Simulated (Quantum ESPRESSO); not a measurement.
# NaMnCl3: parallel and opposed starts, part 2 of 2

Aim: find out which collinear order of NaMnCl3 costs least.

Quantum ESPRESSO 7.5; LDA with U = 4 eV on Mn d (ortho-atomic projectors); plane waves with GBRV 1.5 LDA potentials, no spin-orbit coupling.

So far: Set-up; Start 1: ferro ++.

### Step 3. Run 2 (antiferro +−)

Input file pw.in:

```
&CONTROL
  calculation = 'scf'
  prefix = 'pwscf'
  outdir = './tmp'
  pseudo_dir = './pseudo'
  disk_io = 'nowf'
/
&SYSTEM
  ibrav = 0
  celldm(1) = 8
  nat = 10
  ntyp = 4
  ecutwfc = 40
  ecutrho = 280
  nbnd = 59
  occupations = 'smearing'
  smearing = 'fd'
  degauss = 0.00367493
  nspin = 2
  starting_magnetization(1) = 0
  starting_magnetization(2) = 0.3
  starting_magnetization(3) = -0.3
  starting_magnetization(4) = 0
/
&ELECTRONS
  conv_thr = 2d-08
  electron_maxstep = 150
  mixing_beta = 0.3
/
ATOMIC_SPECIES
Na     22.9898 na_lda_v1.5.uspp.F.UPF
Mn1    54.9380 mn_lda_v1.5.uspp.F.UPF
Mn2    54.9380 mn_lda_v1.5.uspp.F.UPF
Cl     35.4500 cl_lda_v1.4.uspp.F.UPF
CELL_PARAMETERS alat
   0.7784490554630    0.4494377717186    1.4666636884752
  -0.7784490554630    0.4494377717186    1.4666636884752
   0.0000000000000   -0.8988755434372    1.4666636884752
ATOMIC_POSITIONS crystal
Na      0.1449000000    0.1449000000    0.1449000000
Na      0.8551000000    0.8551000000    0.8551000000
Mn1     0.3407000000    0.3407000000    0.3407000000
Mn2     0.6593000000    0.6593000000    0.6593000000
Cl      0.4490000000    0.7169000000    0.0672000000
Cl      0.0672000000    0.4490000000    0.7169000000
Cl      0.7169000000    0.0672000000    0.4490000000
Cl      0.5510000000    0.2831000000    0.9328000000
Cl      0.9328000000    0.5510000000    0.2831000000
Cl      0.2831000000    0.9328000000    0.5510000000
K_POINTS automatic
4 4 4 0 0 0
HUBBARD {ortho-atomic}
U Mn1-3d 4.0000
U Mn2-3d 4.0000
```

Launch:

```sh
$ OMP_NUM_THREADS=1 mpirun -n 4 pw.x -nk 4 -in pw.in > pw.out
```

Output:

```text
[banner, memory and clock lines left out]
Program PWSCF v.7.5 starts

     Message from routine setup:
     using ibrav=0 with symmetry is DISCOURAGED, use correct ibrav instead

     bravais-lattice index     =            0
     lattice parameter (alat)  =       8.0000  a.u.
     unit-cell volume          =    1576.3459 (a.u.)^3
     number of atoms/cell      =           10
     number of atomic types    =            4
     number of electrons       =        90.00
     number of Kohn-Sham states=           59
     kinetic-energy cutoff     =      40.0000  Ry
     charge density cutoff     =     280.0000  Ry
     scf convergence threshold =      2.0E-08
     mixing beta               =       0.3000
     number of iterations used =            8  plain     mixing
     Exchange-correlation=  SLA  PZ   NOGX NOGC
                           (   1   1   0   0   0   0   0)
     Hubbard projectors: ortho-atomic
     Hubbard parameters of DFT+U (Dudarev formulation) in eV:
     U(Mn1-3d) =  4.0000
     U(Mn2-3d) =  4.0000

     Internal variables: lda_plus_u =T, lda_plus_u_kind = 0

     Internal variables: orbital_resolved =F, hub_pot_fix =F, apply_U = F

     celldm(1)=   8.000000  celldm(2)=   0.000000  celldm(3)=   0.000000
     celldm(4)=   0.000000  celldm(5)=   0.000000  celldm(6)=   0.000000

     crystal axes: (cart. coord. in units of alat)
               a(1) = (   0.778449   0.449438   1.466664 )
               a(2) = (  -0.778449   0.449438   1.466664 )
               a(3) = (   0.000000  -0.898876   1.466664 )

     reciprocal axes: (cart. coord. in units 2 pi/alat)
               b(1) = (  0.642303  0.370834  0.227273 )
               b(2) = ( -0.642303  0.370834  0.227273 )
               b(3) = (  0.000000 -0.741667  0.227273 )

     PseudoPot. # 1 for Na read from file:
     na_lda_v1.5.uspp.F.UPF
     Pseudo is Ultrasoft, Zval =  9.0

     PseudoPot. # 2 for Mn read from file:
     mn_lda_v1.5.uspp.F.UPF
     Pseudo is Ultrasoft + core correction, Zval = 15.0

     PseudoPot. # 3 for Mn read from file:
     mn_lda_v1.5.uspp.F.UPF
     Pseudo is Ultrasoft + core correction, Zval = 15.0

     PseudoPot. # 4 for Cl read from file:
     cl_lda_v1.4.uspp.F.UPF
     Pseudo is Ultrasoft + core correction, Zval =  7.0

     atomic species   valence    mass     pseudopotential
     Na                9.00    22.98980     Na( 1.00)
     Mn1              15.00    54.93800     Mn( 1.00)
     Mn2              15.00    54.93800     Mn( 1.00)
     Cl                7.00    35.45000     Cl( 1.00)

     Starting magnetic structure
     atomic species   magnetization
     Na              0.000
     Mn1             0.300
     Mn2            -0.300
     Cl              0.000

      3 Sym. Ops. (no inversion) found

   Cartesian axes

     site n.     atom                  positions (alat units)
         1        Na     tau(   1) = (   0.0000000  -0.0000000   0.6375587  )
         2        Na     tau(   2) = (   0.0000000  -0.0000000   3.7624324  )
         3        Mn1    tau(   3) = (   0.0000000   0.0000000   1.4990770  )
         4        Mn2    tau(   4) = (   0.0000000   0.0000000   2.9009141  )
         5        Cl     tau(   5) = (  -0.2085465   0.4635951   1.8085430  )
         6        Cl     tau(   6) = (  -0.2972118  -0.4124041   1.8085430  )
         7        Cl     tau(   7) = (   0.5057584  -0.0511910   1.8085430  )
         8        Cl     tau(   8) = (   0.2085465  -0.4635951   2.5914481  )
         9        Cl     tau(   9) = (   0.2972118   0.4124041   2.5914481  )
        10        Cl     tau(  10) = (  -0.5057584   0.0511910   2.5914481  )

     number of k points=    14  Fermi-Dirac smearing, width (Ry)=  0.0037
                       cart. coord. in units 2pi/alat
        k(    1) = (   0.0000000   0.0000000   0.0000000), wk =   0.0156250
        k(    2) = (   0.0000000  -0.1854168   0.0568183), wk =   0.0937500
        k(    3) = (   0.0000000   0.3708337  -0.1136366), wk =   0.0468750
        k(    4) = (  -0.1605757  -0.0927084   0.1136366), wk =   0.0937500
        k(    5) = (  -0.1605757   0.4635421  -0.0568183), wk =   0.0937500
        [... 9 further k-points ...]

     Dense  grid:   124791 G-vectors     FFT dimensions: (  75,  75,  75)

     Smooth grid:    53855 G-vectors     FFT dimensions: (  60,  60,  60)

     Check: negative core charge=   -0.000017
     Generating pointlists ...
     new r_m :   0.2649 (alat units)  2.1192 (a.u.) for type    1
     new r_m :   0.2455 (alat units)  1.9639 (a.u.) for type    2
     new r_m :   0.2455 (alat units)  1.9639 (a.u.) for type    3
     new r_m :   0.2455 (alat units)  1.9639 (a.u.) for type    4

     Initial potential from superposition of free atoms

     starting charge      88.9888, renormalised to      90.0000

     negative rho (up, down):  4.473E-02 4.473E-02

     STARTING HUBBARD OCCUPATIONS:

     =================== HUBBARD OCCUPATIONS ===================
     ------------------------ ATOM    3 ------------------------
     Tr[ns(  3)] (up, down, total) =   5.00000  0.00000  5.00000
     Atomic magnetic moment for atom   3 =   5.00000
     [... lines left out ...]
     ------------------------ ATOM    4 ------------------------
     Tr[ns(  4)] (up, down, total) =   0.00000  5.00000  5.00000
     Atomic magnetic moment for atom   4 =  -5.00000
     [... lines left out ...]
     Number of occupied Hubbard levels =   10.0000

     Atomic wfc used for Hubbard projectors are orthogonalized

     Starting wfcs are   60 randomized atomic wfcs

     Self-consistent Calculation

     iteration #  1     ecut=    40.00 Ry     beta= 0.30
     Davidson diagonalization with overlap
     ethr =  1.00E-02,  avg # of iterations =  6.2

     =================== HUBBARD OCCUPATIONS ===================
     ------------------------ ATOM    3 ------------------------
     Tr[ns(  3)] (up, down, total) =   4.97961  0.18675  5.16636
     Atomic magnetic moment for atom   3 =   4.79287
     [... lines left out ...]
     ------------------------ ATOM    4 ------------------------
     Tr[ns(  4)] (up, down, total) =   0.18674  4.97960  5.16634
     Atomic magnetic moment for atom   4 =  -4.79286
     [... lines left out ...]
     Number of occupied Hubbard levels =   10.3327

     Threshold (ethr) on eigenvalues was too large:
     Diagonalizing with lowered threshold

     Davidson diagonalization with overlap
     ethr =  3.80E-04,  avg # of iterations =  4.9

     negative rho (up, down):  4.471E-02 4.471E-02

     total energy              =    -813.13998707 Ry
     estimated scf accuracy    <       0.33740521 Ry

     total magnetization       =     0.00 Bohr mag/cell
     absolute magnetization    =     9.70 Bohr mag/cell

     iteration #  2     ecut=    40.00 Ry     beta= 0.30
     Davidson diagonalization with overlap
     ethr =  3.75E-04,  avg # of iterations =  2.5

     negative rho (up, down):  4.417E-02 4.417E-02

     total energy              =    -813.16325396 Ry
     estimated scf accuracy    <       0.06700401 Ry

     total magnetization       =     0.00 Bohr mag/cell
     absolute magnetization    =     9.66 Bohr mag/cell

     [... further iterations left out ...]

     iteration #  9     ecut=    40.00 Ry     beta= 0.30
     Davidson diagonalization with overlap
     ethr =  5.26E-10,  avg # of iterations =  3.8

     negative rho (up, down):  4.276E-02 4.276E-02

     total energy              =    -813.17513228 Ry
     estimated scf accuracy    <       0.00000006 Ry

     total magnetization       =     0.00 Bohr mag/cell
     absolute magnetization    =     9.70 Bohr mag/cell

     iteration # 10     ecut=    40.00 Ry     beta= 0.30
     Davidson diagonalization with overlap
     ethr =  7.11E-11,  avg # of iterations =  2.3

     negative rho (up, down):  4.275E-02 4.275E-02

     Magnetic moment per site  (integrated on atomic sphere of radius R)
     atom   1 (R=0.265)  charge=  8.1043  magn= -0.0014
     atom   2 (R=0.265)  charge=  8.1043  magn=  0.0014
     atom   3 (R=0.245)  charge= 12.9924  magn=  4.4470
     atom   4 (R=0.245)  charge= 12.9924  magn= -4.4470
     atom   5 (R=0.245)  charge=  5.5382  magn=  0.0015
     atom   6 (R=0.245)  charge=  5.5382  magn=  0.0015
     atom   7 (R=0.245)  charge=  5.5382  magn=  0.0015
     atom   8 (R=0.245)  charge=  5.5382  magn= -0.0015
     atom   9 (R=0.245)  charge=  5.5382  magn= -0.0015
     atom  10 (R=0.245)  charge=  5.5382  magn= -0.0015

     End of self-consistent calculation

     =================== HUBBARD OCCUPATIONS ===================
     ------------------------ ATOM    3 ------------------------
     Tr[ns(  3)] (up, down, total) =   4.98434  0.25241  5.23674
     Atomic magnetic moment for atom   3 =   4.73193
     [... lines left out ...]
     ------------------------ ATOM    4 ------------------------
     Tr[ns(  4)] (up, down, total) =   0.25241  4.98434  5.23674
     Atomic magnetic moment for atom   4 =  -4.73193
     [... lines left out ...]
     Number of occupied Hubbard levels =   10.4735

     [... lines left out ...]
     the Fermi energy is     4.8750 ev

!    total energy              =    -813.17513230 Ry
     estimated scf accuracy    <       0.00000001 Ry
     smearing contrib. (-TS)   =      -0.00000000 Ry
     internal energy E=F+TS    =    -813.17513230 Ry

     The total energy is F=E-TS. E is the sum of the following terms:
     one-electron contribution =    -558.01695752 Ry
     hartree contribution      =     302.66120840 Ry
     xc contribution           =    -137.13069170 Ry
     ewald contribution        =    -420.76197905 Ry
     Hubbard energy            =       0.07328758 Ry

     total magnetization       =     0.00 Bohr mag/cell
     absolute magnetization    =     9.70 Bohr mag/cell

     convergence has been achieved in  10 iterations
```

The job ended after 82 s (4 MPI ranks of Arm Neoverse V2, shared host; peak memory 1.2 GiB; 5.5 min of CPU time).

Spin moment in the atom's sphere by atom:

```csv
atom,spin moment in the atom's sphere (μB)
Na1,0.00
Na2,0.00
Mn3,4.45
Mn4,-4.45
Cl5,0.00
Cl6,0.00
Cl7,0.00
Cl8,0.00
Cl9,0.00
Cl10,0.00
```

Numbers from this step:

```yaml
smearing_term_ts: 1.72e-16 eV
magnetization: 0 μB
absolute_magnetization: 9.701 μB
final_state: antiferromagnetic
```

Spin density in the ac plane of the conventional cell at fractional y = 0.000, with atoms of Na and Mn and Cl within 0.2 Å of it.

Ten even steps from '_' (-4.2 e/Å³) to '@' (5.4 e/Å³), each cell a mean:
```
====================================
====================================
====================================
====================================
====================================
====================================
====================================
__--============================--..
__::============================--__
====================================
====================================
====================================
====================================
====================================
====================================
@@**============================++%%
**++==============================++
====================================
====================================
====================================
====================================
====================================
====================================
====================================
```
Columns run along a (6.6 Å), rows up along c (18.6 Å), edges of the conventional cell, whose origin can differ from the input's. Atoms in or near the plane, at fractional coordinates: Na at (0.00, 0.14), Na at (0.00, 0.86), Mn at (0.00, 0.34), Mn at (0.00, 0.66), Cl at (0.37, 0.08), Cl at (0.32, 0.74), Cl at (0.63, 0.92), Cl at (0.68, 0.26).

Valence density in the ac plane of the conventional cell at fractional y = 0.000, with atoms of Na and Mn and Cl within 0.2 Å of it. It is the smooth field of the valence electrons, not physical close to the nuclei.

Ten steps, logarithmic in the rise over the least value, from '_' (0 e/Å³) to '@' (20 e/Å³), each cell a mean:
```
__________________..::----::________
________________..--==--====::______
++--____________..--======--....::==
@@**::______________......______==%%
--..__....::....__________________::
____..--========::__________________
......--========::______________....
%%**::..::::::..______________..==%%
%%##--..__________....::--::::::++%%
::..______________::========--::....
__________________..--======::..____
______________________......________
________....::..____________________
____..::========::..________________
--::..::========::..____________..--
@@##--....::::....____________::++@@
##++::______________..::----::::--**
__________________..--==--====::..__
__________________..::======--..____
++--__________________......____..==
@@**::__....::::..______________==%%
--..__..--========::____________..::
______..--==--====::..______________
________....::::....________________
```
Columns run along a (6.6 Å), rows up along c (18.6 Å), edges of the conventional cell, whose origin can differ from the input's. Atoms in or near the plane, at fractional coordinates: Na at (0.00, 0.14), Na at (0.00, 0.86), Mn at (0.00, 0.34), Mn at (0.00, 0.66), Cl at (0.37, 0.08), Cl at (0.32, 0.74), Cl at (0.63, 0.92), Cl at (0.68, 0.26).

### Step 4. Ranking

An order is kept where moments of 0.15 μB or more survive with the typed signs; meshes match where a doubled cell samples the same k points as the first cell.

Orders:

```csv
start,final state,typed order kept,energy over the lowest (meV a seeded atom),largest site moment (μB),net moment (μB a cell of the first run),mesh matched,CPU time (s)
ferro ++,ferromagnetic,yes,0,4.452,10,yes,343.7
antiferro +-,antiferromagnetic,yes,2.151,4.447,0,yes,329.6
```

### Step 5. Occupations of the corrected shells in the lowest state

Occupations of the Hubbard shells:

```csv
block,type,shell,spin,electrons,occupation numbers
3,Mn,3d,up,4.985,0.996 0.996 0.998 0.998 0.998
3,Mn,3d,down,0.251,0.021 0.022 0.022 0.093 0.093
4,Mn,3d,up,4.985,0.996 0.996 0.998 0.998 0.998
4,Mn,3d,down,0.251,0.021 0.022 0.022 0.093 0.093
```

### Step 6. Results

| Item | Value |
| --- | --- |
| lowest state found | ferromagnetic (from ferro ++) |
| largest site moment | 4.45 μB |
| next state with moments | antiferromagnetic, 2.15 meV a seeded atom higher |

In words: The two lowest states lie so close that the mesh, the smearing, the functional or spin–orbit coupling could swap them. Only these 2 starts were compared; other wavevectors, canted and longer-period orders were not.

[Logs and program files are shortened in this print: banners, set-up blocks, solver, clock and traceback lines can be left out without a mark of their own.]

[Logs are printed without paths, hosts, clocks, repeated set-up lines and the standing remarks that a program may print on its own settings, such as how far it seeks lower states.]

[Hosts, paths, dates, database ids (printed as entryN), source tags and the programs' standing remarks are cut or masked in the printed files.]

[Where a cell is said to come from a database of computed structures, the database is the Materials Project.]
